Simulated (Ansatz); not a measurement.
Planning a run of Ansatz 0.2.0 on BiOBr (P4/nmm). The input:

```yaml
crystal:
  lattice:
    - [3.916, 0.0, 0.0]
    - [0.0, 3.916, 0.0]
    - [0.0, 0.0, 8.077]
  atoms:
    - { symbol: Bi, position: [0.0, 0.5, 0.154] }
    - { symbol: Bi, position: [0.5, 0.0, 0.846] }
    - { symbol: Br, position: [0.0, 0.5, 0.653] }
    - { symbol: Br, position: [0.5, 0.0, 0.347] }
    - { symbol: O, position: [0.0, 0.0, 0.0] }
    - { symbol: O, position: [0.5, 0.5, 0.0] }
kpoints:
  mp_grid: { grid: [4, 4, 2] }
hamiltonian:
  xc: r2scan
scf:
  occupations: { method: fixed }
gw:
  n_empty_bands: 1461
  ecut_chi: 300
  qp_bands: [v2, c2]
  qp_kpoints: band_edges
  screening: { model: contour_deformation }
```

The database entry behind the starting cell differs from later determinations by our own check (0.1 to 0.3 % short, probably kX units), so it need not match the best structure at ambient conditions.

```sh
ansatz run input.yaml --threads 3 --pin off --max-ram 92160MiB --backend cuda --events-out ev --progress --plain --runs-dir out --devices 1 --max-vram 13GiB
```

Question: Estimate wall time and host memory on 1 × NVIDIA H100 80GB HBM3 (shared by 6 runs) with 3 threads of AMD EPYC 7R13 (Zen 3), shared host.

It took 75 s; on shared hardware allow 37 s to 2.5 min. Peak host memory was 5.9 GiB. The sizes that set the cost: 3133 plane waves a state, 12 irreducible k points, 1489 bands summed, 1463 plane waves in the screening and 7 SCF cycles.

The screening grows as filled bands × empty bands × pairs of k points, times the square of the screening basis for the matrix.

[Paths, hosts, dates, memory and timing lines, banners, echoed tables and standing remarks are left out of the program output.]

[Logs are printed without paths, hosts, clocks, repeated set-up lines and the standing remarks that a program may print on its own settings, such as how far it seeks lower states.]

[Runs of the session that timed out or met a known fault of the program may be left out.]

[Cells called generated may have been cut or substituted from an entry of the Crystallography Open Database or the Materials Project.]

[Hosts, paths, dates, database ids (printed as entryN), source tags and the programs' standing remarks are cut or masked in the printed files.]
